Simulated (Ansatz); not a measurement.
# GaCo (Pm-3m) at temperature and pressure

How does compression alter the response of GaCo to heat?

Main program and level: Ansatz 0.2.0; DFT PBE, scalar-relativistic, plane waves, PAW.

**1. Starting point**

Symmetry: Pm-3m, No. 221, cubic system. Conventional cell: a = 2.878 Å, b = 2.878 Å, c = 2.878 Å, α = 90.00°, β = 90.00°, γ = 90.00°. Nearest to Ga lie 8 Co at 2.49 Å. Nearest to Co lie 8 Ga at 2.49 Å. Farther neighbours are not listed.

**2. Probe on a coarse mesh**

Before spending time, one coarse run tells the gap and the pressure of the starting cell.

input.yaml

```yaml
crystal:
  lattice:
    - [2.878, 0.0, 0.0]
    - [0.0, 2.878, 0.0]
    - [0.0, 0.0, 2.878]
  atoms:
    - { symbol: Ga, position: [0.5, 0.5, 0.5] }
    - { symbol: Co, position: [0.0, 0.0, 0.0], spin: 3.0 }
kpoints:
  mp_grid: { grid: [6, 6, 6] }
hamiltonian:
  xc: pbe
scf:
  occupations: { method: gaussian, width: 0.1 }
  lower_state_search: "off"
output:
  forces: true
  stress: true
  eigenvalues: true
  populations: true
magnetization:
  spin_polarized: true
```

Run with:

```console
ansatz run input.yaml --threads 8 --pin off --max-ram 16384MiB --backend cpu --events-out ev --progress --plain --runs-dir out
```

Numbers of over 12 decimals in the logs are rounded to 6 here.

Output:

```text
Engine: ansatz 0.2.0, aarch64-unknown-linux-gnu
Pseudopotentials: kind: paw
Pseudopotential: Ga, paw, valence charge 13, recommended cutoff 420 eV (normal), Ga.paw.azcp
Pseudopotential: Co, paw, valence charge 17, recommended cutoff 420 eV (normal), Co.paw.azcp
Functional definition: PBE
  parameter kappa = 0.804
  parameter beta = 0.066725
  exchange = pbe_x(kappa = kappa, mu = beta*pi^2/3)
  correlation = pbe_c(beta = beta)
Crystal: 2 atoms, lattice volume = 23.838 Å³
Basis set: ecut = 420 eV, 461 PW (Γ), exchange–correlation on 40×40×40 points (8 copies of the dense FFT grid, shifted against one another)
Bands: 21, of which v1, the nominal top of the filled ones, is band 15 counted from 1 (14 counted from 0)
Symmetry: 48 space group operations
Space group: Pm-3m (ITA 221), of the structure as read, at distance tolerance 2.9e-5 Å
Magnetic group: BNS 221.92 (UNI 1594), of the structure as read, at distance tolerance 2.9e-5 Å
k-points: 20 of 216
Non-local potential: Ga, projectors of the file, l = 0: 2, l = 1: 2, l = 2: 3, l = 3: 1
Non-local potential: Co, projectors of the file, l = 0: 3, l = 1: 2, l = 2: 3, l = 3: 1
PAW form: soft (Blöchl's): semilocal exchange-correlation on the pseudo side does not see the compensation charge
PAW one-centre angular grid: Ga, 590 points (default); XC on 64 Gauss nodes
PAW one-centre angular grid: Co, 590 points (default); XC on 64 Gauss nodes
Initial density: superposition of atomic densities (chi_scale 0.1, normalization cell)
Starting moments: Σ|m| = 3 μB on 1 of 2 sites
Initial wavefunctions: pseudopotential atomic-orbital guess
Functional: x = pbe(κ = 0.804, μ = 0.219515), c = pbe(β = 0.066725)
SCF iter   1: F=—  HF=-8909.377459 eV  |F-HF|=—  |Δ(HF+E_count)|=         —  Δρ=1.97e-1 (↑9.98e-2 ↓1.97e-1)  dr2=2.97e0  dr2_m=4.65e0  M=1.112 μB ∫|m|=1.391 μB  β_m=0.30  ethr=3.10e-3  ⟨swp⟩=5.9  Hψ=3601  notcnv=0
preconditioner: auto → none  [metal: Δε(μ)=0.014 eV  Ē_g=15.703 eV  σ=0.100 eV  W_gap=0.08  n_scr=6 (ndim 8)  ℏωp=35.7 eV  f_vac=0.000  D(μ)=2.26/eV (n_scr^D=26)  sad-step TF]
SCF iter   2: F=—  HF=-8909.020160 eV  |F-HF|=—  |Δ(HF+E_count)|=   3.57e-1  Δρ=1.38e-1 (↑1.38e-1 ↓1.16e-1)  dr2=3.43e-1  dr2_m=3.44e0  M=1.324 μB ∫|m|=1.648 μB  β_m=0.30  ethr=3.10e-3  ⟨swp⟩=2.5  Hψ=1615  notcnv=0  defer=59
Mixer restart at iter 2: flushing history
spin-set hold released at iteration 2 (the charge has settled, or the pull on large starting moments outlasts its swing): the magnetisation degrees of freedom join the quasi-Newton model from the next iteration; the mixer history was flushed
SCF iter   3: F=—  HF=-8909.139000 eV  |F-HF|=—  |Δ(HF+E_count)|=   1.19e-1  Δρ=1.05e-1 (↑1.05e-1 ↓1.03e-1)  dr2=1.33e-1  dr2_m=2.34e0  M=1.178 μB ∫|m|=1.493 μB  β_m=0.55  ethr=1.14e-3  ⟨swp⟩=2.5  Hψ=1321  notcnv=0  defer=58
SCF iter   4: F=—  HF=-8910.348550 eV  |F-HF|=—  |Δ(HF+E_count)|=    1.21e0  Δρ=1.38e-1 (↑1.38e-1 ↓5.59e-2)  dr2=5.84e0  dr2_m=3.93e-1  M=0.554 μB ∫|m|=0.911 μB  β_m=0.44  ethr=4.44e-4  ⟨swp⟩=3.2  Hψ=1835  notcnv=0  defer=58
SCF iter   5: F=—  HF=-8909.712184 eV  |F-HF|=—  |Δ(HF+E_count)|=   6.36e-1  Δρ=4.56e-2 (↑9.35e-3 ↓4.56e-2)  dr2=2.06e-1  dr2_m=1.38e-1  M=0.343 μB ∫|m|=0.600 μB  β_m=0.46  ethr=4.44e-4  ⟨swp⟩=3.0  Hψ=2064  notcnv=0  defer=56
SCF iter   6: F=—  HF=-8909.691140 eV  |F-HF|=—  |Δ(HF+E_count)|=   2.10e-2  Δρ=7.54e-3 (↑7.46e-3 ↓7.54e-3)  dr2=1.97e-2  dr2_m=7.93e-3  M=0.248 μB ∫|m|=0.393 μB  β_m=0.51  ethr=4.44e-4  ⟨swp⟩=2.5  Hψ=1737  notcnv=0  defer=55
SCF iter   7: F=—  HF=-8909.693573 eV  |F-HF|=—  |Δ(HF+E_count)|=   2.43e-3  Δρ=6.54e-3 (↑2.43e-3 ↓6.54e-3)  dr2=8.22e-3  dr2_m=2.03e-3  M=0.250 μB ∫|m|=0.387 μB  β_m=0.72  ethr=6.58e-5  ⟨swp⟩=2.0  Hψ=1299  notcnv=0  defer=55
SCF iter   8: F=—  HF=-8909.694745 eV  |F-HF|=—  |Δ(HF+E_count)|=   1.17e-3  Δρ=2.04e-3 (↑1.58e-3 ↓2.04e-3)  dr2=1.17e-3  dr2_m=1.82e-4  M=0.248 μB ∫|m|=0.359 μB  β_m=0.84  ethr=2.74e-5  ⟨swp⟩=1.5  Hψ=840  notcnv=0  defer=55
SCF iter   9: F=—  HF=-8909.694978 eV  |F-HF|=—  |Δ(HF+E_count)|=   2.34e-4  Δρ=4.67e-4 (↑3.16e-4 ↓4.67e-4)  dr2=5.45e-5  dr2_m=2.22e-5  M=0.246 μB ∫|m|=0.345 μB  β_m=0.92  ethr=3.91e-6  ⟨swp⟩=2.3  Hψ=1282  notcnv=0  defer=55
SCF iter  10: F=—  HF=-8909.694999 eV  |F-HF|=—  |Δ(HF+E_count)|=   2.09e-5  Δρ=9.46e-5 (↑9.46e-5 ↓6.85e-5)  dr2=1.63e-6  dr2_m=1.23e-6  M=0.246 μB ∫|m|=0.342 μB  β_m=0.96  ethr=1.82e-7  ⟨swp⟩=2.1  Hψ=1017  notcnv=0  defer=55
SCF iter  11: F=—  HF=-8909.695001 eV  |F-HF|=—  |Δ(HF+E_count)|=   1.86e-6  Δρ=4.51e-5 (↑2.89e-5 ↓4.51e-5)  dr2=8.03e-8  dr2_m=2.86e-7  M=0.245 μB ∫|m|=0.340 μB  β_m=0.98  ethr=3.33e-10  ⟨swp⟩=7.9  Hψ=4296  notcnv=0
iter 12 did not close the SCF: its close was put off for a magnetic moment that had not settled (scf_convergence_deferred on its scf_iter line)
SCF iter  12: F=-8909.695001 eV  HF=-8909.695001 eV  |F-HF|=4.74e-8  |Δ(HF+E_count)|=   1.48e-7  Δρ=9.12e-6 (↑5.74e-6 ↓9.12e-6)  dr2=2.14e-8  dr2_m=4.88e-9  M=0.245 μB ∫|m|=0.340 μB  β_m=0.83  ethr=2.68e-10  ⟨swp⟩=3.9  Hψ=2407  notcnv=0
SCF iter  13: F=-8909.695001 eV  HF=-8909.695001 eV  |F-HF|=2.00e-11  |Δ(HF+E_count)|=   1.27e-8  Δρ=1.10e-6 (↑6.40e-7 ↓1.10e-6)  dr2=1.29e-10  dr2_m=1.09e-10  M=0.245 μB ∫|m|=0.340 μB  ethr=7.12e-11  ⟨swp⟩=2.2  Hψ=2638  notcnv=0
SCF 1 converged in 13 iterations: F = -8909.695001 eV  dr2 = 1.29e-10
  greatest PAW one-centre occupation: 1.001 electrons in one spin orbital (limit 2), on the Co atom at site 1 (counted from 0), in its partial waves of l = 1
SCF converged after 13 iterations
Magnetization: 0.2455 μB (15.1227 up, 14.8773 down)
Absolute magnetization: 0.3399 μB (∫|ρ↑−ρ↓|, with the PAW one-centre terms)
Spin contamination: 0.0059 ħ² per cell (⟨S²⟩ above its minimum at these occupations)
Per-site moments (μB) at R_I (Å): [(-0.014193, 1.028124), (0.290856, 1.028124)]
Free energy (F): -8909.695001 eV
Harris-Foulkes:  -8909.695001 eV  (|F-HF|=2.00e-11)
Internal energy: -8909.688721 eV  (E = F + TS)
E sigma→0 (E₀):  -8909.691861 eV
Entropy (-TS):   -0.006280 eV (-3.140 meV/atom)
Fermi energy:    16.806140 eV
--- Per-component energies (eV) ---
  E_band       = -216.590629
  E_kinetic    = 573.399250
  E_local      = -4482.936171  (includes V_loc(G=0)·N_el)
  E_nonlocal   = 884.557798
  E_hartree    = 1990.306902
  E_xc         = -228.968341
  E_vxc        = -264.530504  (∫ρ·V_xc dr)
  E_paw        = -3508.431718  (= ΣΔE_a)
  E_vpaw       = -907.695660  (= ΣTr[D̂ρ^β])
  E_aug_tail   = -0.000032  (compensation charges beyond the density's cutoff)
  E_ewald      = -4137.616408
  E_smearing   = -0.006280  (= −TS)
  E_closure    = -0.000000  (closes the sum)
  Σ components = -8909.695001   (vs F -8909.695001, Δ=0.00e0)
--- Forces (eV/Å), atoms counted from 1 ---
  atom   1  Ga     0.00000000     0.00000000    -0.00000000
  atom   2  Co    -0.00000000     0.00000000    -0.00000000
  max |Σ_I F_I| component: 3.81e-30 eV/Å
--- Stress (GPa, compression-positive) ---
        0.908773       0.000000       0.000000
        0.000000       0.908773       0.000000
        0.000000       0.000000       0.908773
  P = ⅓ Tr σ = 0.9088 GPa (9.088 kbar)
--- Band table (eV; the first three rows and the last of 40) ---
  k-point 0 ↑: bands = [... 11 lower, 14.1486, 16.0795, 16.0795, 16.0795, 22.0989, 22.0989, 22.0989, 27.8428, ... 2 higher]
  k-point 1 ↑: bands = [... 11 lower, 14.2003, 15.7761, 15.7761, 16.0809, 19.3226, 22.9790, 22.9790, 27.9460, ... 2 higher]
  k-point 2 ↑: bands = [... 11 lower, 14.3074, 15.2846, 15.2846, 16.0837, 17.0503, 25.1869, 25.1869, 28.2324, ... 2 higher]
  k-point 19 ↓: bands = [... 11 lower, 12.8292, 16.9615, 16.9615, 17.5520, 20.7084, 20.7084, 20.7084, 21.7307, ... 2 higher]
--- Löwdin populations: 2 sites ---
  site symbol       q [e]    m [muB]
     0     Ga     13.3942    -0.0323
     1     Co     16.4794     0.2874
  spilling = 0.004212 (of n_electrons = 30.000000)
```

Run time: 1.2 s. Hardware: 8 threads of Arm Neoverse V1, shared host; peak memory 0.31 GiB; 3.5 s of CPU time.

Numbers from this step:

```
magnetization          : 0.2455 μB
absolute magnetization : 0.3399 μB
site moments           : -0.01419, 0.2909 μB
pressure               : 0.9088 GPa
volume per atom        : 11.92 Å³/atom
gap on the k-mesh      : 0 eV
```

Site moment by atom:

| atom | site moment (μB) |
| --- | --- |
| Ga1 | -0.014 |
| Co2 | 0.291 |

The start is under 0.91 GPa at this level and looks like a metal on this mesh.

**3. Relaxation**

Phonons are second derivatives about a minimum, so cell and atoms are relaxed first, inside the symmetry of the start.

input.yaml, the sections that differ from step 2:

```yaml
crystal:
  lattice:
    - [2.878, 0.0, 0.0]
    - [0.0, 2.878, 0.0]
    - [0.0, 0.0, 2.878]
  atoms:
    - { symbol: Ga, position: [0.5, 0.5, 0.5] }
    - { symbol: Co, position: [0.0, 0.0, 0.0], spin: 0.32 }
kpoints:
  mp_grid: { grid: [14, 14, 14] }
output:
  forces: true
  stress: true
  eigenvalues: true
  populations: true
  write_density: true
  write_potential: true
  elf: true
  volumetric_format: npy
relax:
  adjacent_minimum: "off"
  f_tol: 0.005
  max_steps: 80
  cell: { stress_tol: 0.05 }
# hamiltonian, scf, magnetization: as in step 2
```

Output:

```text
[...]
Crystal: 2 atoms, lattice volume = 23.838 Å³
Basis set: ecut = 420 eV, 461 PW (Γ), exchange–correlation on 40×40×40 points (8 copies of the dense FFT grid, shifted against one another)
Bands: 20, of which v1, the nominal top of the filled ones, is band 15 counted from 1 (14 counted from 0)
Symmetry: 48 space group operations
[...]
k-points: 120 of 2744
[...]
Starting moments: Σ|m| = 0.32 μB on 1 of 2 sites
[...]
SCF iter   1: F=—  HF=-8910.526751 eV  |F-HF|=—  |Δ(HF+E_count)|=         —  Δρ=8.43e-2 (↑6.56e-2 ↓8.43e-2)  dr2=5.22e0  dr2_m=2.40e-2  M=0.163 μB ∫|m|=0.189 μB  β_m=0.30  ethr=3.10e-3  ⟨swp⟩=5.3  Hψ=19632  notcnv=0
[...]
SCF iter   6: F=—  HF=-8909.683843 eV  |F-HF|=—  |Δ(HF+E_count)|=   1.49e-3  Δρ=3.63e-3 (↑3.63e-3 ↓2.71e-3)  dr2=3.84e-4  dr2_m=2.15e-3  M=0.125 μB ∫|m|=0.167 μB  β_m=0.30  ethr=1.66e-5  ⟨swp⟩=2.0  Hψ=8218  notcnv=0  defer=149
[...]
spin-set hold released at iteration 6 (site moments contracting): the magnetisation degrees of freedom join the quasi-Newton model from the next iteration; the mixer history was flushed
SCF iter   7: F=—  HF=-8909.683959 eV  |F-HF|=—  |Δ(HF+E_count)|=   1.16e-4  Δρ=3.24e-3 (↑1.91e-3 ↓3.24e-3)  dr2=2.59e-4  dr2_m=1.41e-3  M=0.122 μB ∫|m|=0.164 μB  β_m=0.60  ethr=1.28e-6  ⟨swp⟩=2.4  Hψ=6620  notcnv=0  defer=149
[...]
SCF iter  18: F=-8909.684334 eV  HF=-8909.684334 eV  |F-HF|=1.17e-9  |Δ(HF+E_count)|=   2.22e-9  Δρ=1.52e-6 (↑1.42e-6 ↓1.52e-6)  dr2=1.19e-9  dr2_m=1.26e-11  M=0.069 μB ∫|m|=0.089 μB  ethr=4.03e-12  ⟨swp⟩=4.8  Hψ=25065  notcnv=0
SCF 1 converged in 18 iterations: F = -8909.684334 eV  dr2 = 1.19e-9
[...]
relax step   1: F+E_penalty+E_count = -8909.68433364 eV  Δ(F+E_penalty+E_count) = +0.000e0 eV  max|allowed force component| = 2.255e-29 eV/Å  Δτ_max = 0.0000 Å  P = +0.693 GPa  Ω = 23.838 Å³  (18 SCF iters, dr2 threshold 1.00e-7 eV, accepted)
Crystal: 2 atoms, lattice volume = 23.898 Å³
[...]
Starting moments: Σ|m| = 0.32 μB on 1 of 2 sites; this step starts from the density that it was given
[...]
iter 1 solved again at ethr=2.44e-8 eV; its pass at ethr=3.10e-3 eV (dr2=7.32e-6 eV) is discarded
[...]
SCF iter  10: F=-8909.684464 eV  HF=-8909.684464 eV  |F-HF|=0.00e0  |Δ(HF+E_count)|=  3.17e-10  Δρ=1.70e-7 (↑1.70e-7 ↓7.20e-8)  dr2=4.09e-12  dr2_m=2.34e-12  M=0.075 μB ∫|m|=0.095 μB  ethr=1.00e-12  ⟨swp⟩=4.0  Hψ=24201  notcnv=0
SCF 2 converged in 10 iterations: F = -8909.684464 eV  dr2 = 4.09e-12
relax step   2: F+E_penalty+E_count = -8909.68446353 eV  Δ(F+E_penalty+E_count) = -1.299e-4 eV  max|allowed force component| = 2.958e-30 eV/Å  Δτ_max = 0.0000 Å  P = +0.248 GPa  Ω = 23.898 Å³  energy of the carried Pulay correction = -4.617e-5 eV  (10 SCF iters, dr2 threshold 2.00e-7 eV, accepted)
Crystal: 2 atoms, lattice volume = 23.932 Å³
[...]
SCF iter   9: F=-8909.684464 eV  HF=-8909.684464 eV  |F-HF|=3.64e-11  |Δ(HF+E_count)|=   2.83e-8  Δρ=3.70e-7 (↑3.04e-7 ↓3.70e-7)  dr2=6.23e-11  dr2_m=3.18e-12  M=0.077 μB ∫|m|=0.099 μB  ethr=1.70e-12  ⟨swp⟩=4.3  Hψ=28546  notcnv=0
SCF 3 converged in 9 iterations: F = -8909.684464 eV  dr2 = 6.23e-11
relax step   3: F+E_penalty+E_count = -8909.68446387 eV  Δ(F+E_penalty+E_count) = -3.421e-7 eV  max|allowed force component| = 1.131e-29 eV/Å  Δτ_max = 0.0000 Å  P = +0.002 GPa  Ω = 23.932 Å³  energy of the carried Pulay correction = -7.191e-5 eV  (9 SCF iters, dr2 threshold 1.53e-7 eV, accepted)
[...]
SCF iter   6: F=-8909.684530 eV  HF=-8909.684530 eV  |F-HF|=7.28e-12  |Δ(HF+E_count)|=  3.64e-12  Δρ=1.05e-7 (↑1.05e-7 ↓6.61e-8)  dr2=6.01e-12  dr2_m=1.08e-13  M=0.077 μB ∫|m|=0.099 μB  ethr=1.00e-12  ⟨swp⟩=4.0  Hψ=19928  notcnv=0
SCF 4 converged in 6 iterations: F = -8909.684530 eV  dr2 = 6.01e-12
relax step   4: F+E_penalty+E_count = -8909.68453003 eV  Δ(F+E_penalty+E_count) = -6.616e-5 eV  max|allowed force component| = 8.940e-30 eV/Å  Δτ_max = 0.0000 Å  P = +0.003 GPa  Ω = 23.932 Å³  stress off target by 2.59e-3 GPa  SCF on the basis re-selected at this cell (its energy is not comparable with the rows above)  (6 SCF iters)
basis re-selected at this cell: Δ(F+E_penalty+E_count) = -6.616e-5 eV, ΔP = +0.001 GPa vs the last step (what re-selecting the basis moved, of the pressure what is left beyond the Pulay correction that the steps carried, after the strain that the cell walked since its last selection, with what the two solves' SCF thresholds leave and, on support functions, any second-order correction that the steps lacked; it is no m [...]
SCF converged after 6 iterations
Magnetization: 0.0774 μB (15.0387 up, 14.9613 down)
Absolute magnetization: 0.0992 μB (∫|ρ↑−ρ↓|, with the PAW one-centre terms)
[...]
Per-site moments (μB) at R_I (Å): [(-0.00312373, 1.029468), (0.087868, 1.029468)]
Free energy (F): -8909.684530 eV
[...]
Internal energy: -8909.677392 eV  (E = F + TS)
E sigma→0 (E₀):  -8909.680961 eV
Entropy (-TS):   -0.007138 eV (-3.569 meV/atom)
Fermi energy:    16.846953 eV
[...]
--- Stress (GPa, compression-positive) ---
        0.002592       0.000000       0.000000
        0.000000       0.002592       0.000000
        0.000000       0.000000       0.002592
  P = ⅓ Tr σ = 0.0026 GPa (0.026 kbar)
--- Band table (eV; the first three rows and the last of 240) ---
  k-point 0 ↑: bands = [... 11 lower, 14.2375, 16.0844, 16.0844, 16.0844, 21.9934, 21.9934, 21.9934, 27.7728, ... 1 higher]
  k-point 1 ↑: bands = [... 11 lower, 14.2481, 16.0191, 16.0191, 16.0847, 21.2455, 22.1641, 22.1641, 27.7903, ... 1 higher]
  k-point 2 ↑: bands = [... 11 lower, 14.2782, 15.8485, 15.8485, 16.0856, 19.7680, 22.6512, 22.6512, 27.8428, ... 1 higher]
  k-point 119 ↓: bands = [... 11 lower, 12.7605, 16.7199, 16.7199, 17.4510, 20.6312, 20.6312, 20.6312, 21.6180, ... 1 higher]
--- Relaxed structure (3 steps of the walk, 3 accepted, 1 SCFs on fresh bases) ---
  F+E_penalty+E_count = -8909.68453003 eV   max|allowed force component| = 8.940e-30 eV/Å   (the final SCF, on the basis selected at the relaxed cell)
  cell:  # Å, volume = 23.9317 Å³
    - [2.881762, 0, 0]
    - [0, 2.881762, 0.0]
    - [0, 0.0, 2.881762]
  atoms:
    - { symbol: Ga, position: [0.500000, 0.500000, 0.500000] }
    - { symbol: Co, position: [0, 0, 0.0] }
--- Löwdin populations: 2 sites ---
  site symbol       q [e]    m [muB]
     0     Ga     13.3875    -0.0060
     1     Co     16.4856     0.0861
  spilling = 0.004232 (of n_electrons = 30.000000)
```

Wall time 6.8 s (8 threads); peak memory 0.44 GiB; 48 s of CPU time.

The steps of the relaxation:

| step | energy less that of the first step (eV) | largest force component (eV/Å) | pressure (GPa) | volume (Å³) |
| --- | --- | --- | --- | --- |
| 1 | 0.0000 | 0.0000 | 0.69 | 23.84 |
| 2 | -0.0001 | 0.0000 | 0.25 | 23.90 |
| 3 | -0.0001 | 0.0000 | 0.00 | 23.93 |
| 4* | -0.0002 | 0.0000 | 0.00 | 23.93 |

Relaxation steps marked * repeat the geometry before them on a plane-wave basis chosen anew for their cell, so energy and pressure can jump there.

Forces are held to the 48 operations that the run works with; a distortion that breaks them can't arise in this run.

| conventional cell, symmetrised | before | after | change |
| --- | --- | --- | --- |
| a (Å) | 2.878 | 2.882 | +0.1 % |
| b (Å) | 2.878 | 2.882 | +0.1 % |
| c (Å) | 2.878 | 2.882 | +0.1 % |
| volume (Å³/atom) | 11.92 | 11.97 | +0.4 % |

The relaxed structure:

```
Ga Co
1.0
     2.88176    0.00000    0.00000
     0.00000    2.88176    0.00000
     0.00000    0.00000    2.88176
Ga Co
1 1
Cartesian
  1.4409 1.4409 1.4409
  0.0000 0.0000 0.0000
```

This step gave:

| Quantity | Value |
| --- | --- |
| magnetization | 0.07738 μB |
| absolute magnetization | 0.09917 μB |
| site moments | -0.003124, 0.08787 μB |
| pressure | 0.002592 GPa |
| volume per atom | 11.97 Å³/atom |

Spin density in the ac plane at fractional y = 0.500, with atoms of Ga within 0.2 Å of it.

Values in units of 1e-3 e/Å³, 15 rows by 15 columns:
```
-1.3 -1.3 -1.2 -1.0 -0.8 -0.6 -0.5 -0.4 -0.4 -0.5 -0.6 -0.8 -1.0 -1.2 -1.3
-1.2 -1.2 -1.1 -1.0 -0.8 -0.6 -0.5 -0.4 -0.4 -0.5 -0.6 -0.8 -1.0 -1.1 -1.2
-1.1 -1.0 -1.0 -0.8 -0.7 -0.6 -0.5 -0.4 -0.4 -0.5 -0.6 -0.7 -0.8 -1.0 -1.0
-0.8 -0.8 -0.8 -0.7 -0.6 -0.5 -0.4 -0.4 -0.4 -0.4 -0.5 -0.6 -0.7 -0.8 -0.8
-0.6 -0.6 -0.6 -0.6 -0.5 -0.4 -0.4 -0.4 -0.4 -0.4 -0.4 -0.5 -0.6 -0.6 -0.6
-0.5 -0.5 -0.5 -0.5 -0.4 -0.4 -0.6 -0.8 -0.8 -0.6 -0.4 -0.4 -0.5 -0.5 -0.5
-0.4 -0.4 -0.4 -0.4 -0.4 -0.4 -0.8 -1.4 -1.4 -0.8 -0.4 -0.4 -0.4 -0.4 -0.4
-0.4 -0.4 -0.4 -0.4 -0.4 -0.4 -0.8 -1.4 -1.4 -0.8 -0.4 -0.4 -0.4 -0.4 -0.4
-0.5 -0.5 -0.5 -0.5 -0.4 -0.4 -0.6 -0.8 -0.8 -0.6 -0.4 -0.4 -0.5 -0.5 -0.5
-0.6 -0.6 -0.6 -0.6 -0.5 -0.4 -0.4 -0.4 -0.4 -0.4 -0.4 -0.5 -0.6 -0.6 -0.6
-0.8 -0.8 -0.8 -0.7 -0.6 -0.5 -0.4 -0.4 -0.4 -0.4 -0.5 -0.6 -0.7 -0.8 -0.8
-1.1 -1.0 -1.0 -0.8 -0.7 -0.6 -0.5 -0.4 -0.4 -0.5 -0.6 -0.7 -0.8 -1.0 -1.0
-1.2 -1.2 -1.1 -1.0 -0.8 -0.6 -0.5 -0.4 -0.4 -0.5 -0.6 -0.8 -1.0 -1.1 -1.2
-1.3 -1.3 -1.2 -1.0 -0.8 -0.6 -0.5 -0.4 -0.4 -0.5 -0.6 -0.8 -1.0 -1.2 -1.3
-1.3 -1.3 -1.2 -1.1 -0.8 -0.6 -0.5 -0.4 -0.4 -0.5 -0.6 -0.8 -1.1 -1.2 -1.3
```
Columns run along a (2.9 Å), rows up along c (2.9 Å). Atoms in or near the plane, at fractional coordinates: Ga at (0.50, 0.50).

ELF in the ac plane at fractional y = 0.500, with atoms of Ga within 0.2 Å of it. It is the smooth field of the valence electrons, not physical close to the nuclei.

Ten even steps from '0' (0.00) to '9' (0.36):
```
899999999999999
999998766789999
999987677678999
999876644667899
998765322356789
997663100136679
996742044024769
996742044024769
997663100136679
998765322356789
999876644667899
999987677678999
999998766789999
899999999999999
889999999999998
```
Columns run along a (2.9 Å), rows up along c (2.9 Å). Atoms in or near the plane, at fractional coordinates: Ga at (0.50, 0.50).

Valence density in the ac plane at fractional y = 0.500, with atoms of Ga within 0.2 Å of it. It is the smooth field of the valence electrons, not physical close to the nuclei.

Ten steps, logarithmic in the rise over the least value, from '_' (0 e/Å³) to '@' (38 e/Å³):
```
______________________________
______________________________
____________........__________
__________..::::::::..________
________..::==++++==::..______
______..::==**%%%%**==::..____
______..::++%%@@@@%%++::..____
______..::++%%@@@@%%++::..____
______..::==**%%%%**==::..____
________..::==++++==::..______
__________..::::::::..________
____________........__________
______________________________
______________________________
______________________________
```
Columns run along a (2.9 Å), rows up along c (2.9 Å). Atoms in or near the plane, at fractional coordinates: Ga at (0.50, 0.50).

(Continued in part 2 of 3.)

[Logs are printed without paths, hosts, clocks, repeated set-up lines and the standing remarks that a program may print on its own settings, such as how far it seeks lower states.]

[Hosts, paths, dates, database ids (printed as entryN), source tags and the programs' standing remarks are cut or masked in the printed files.]

[A step with changed settings may run another functional than the one named; its input shows which.]
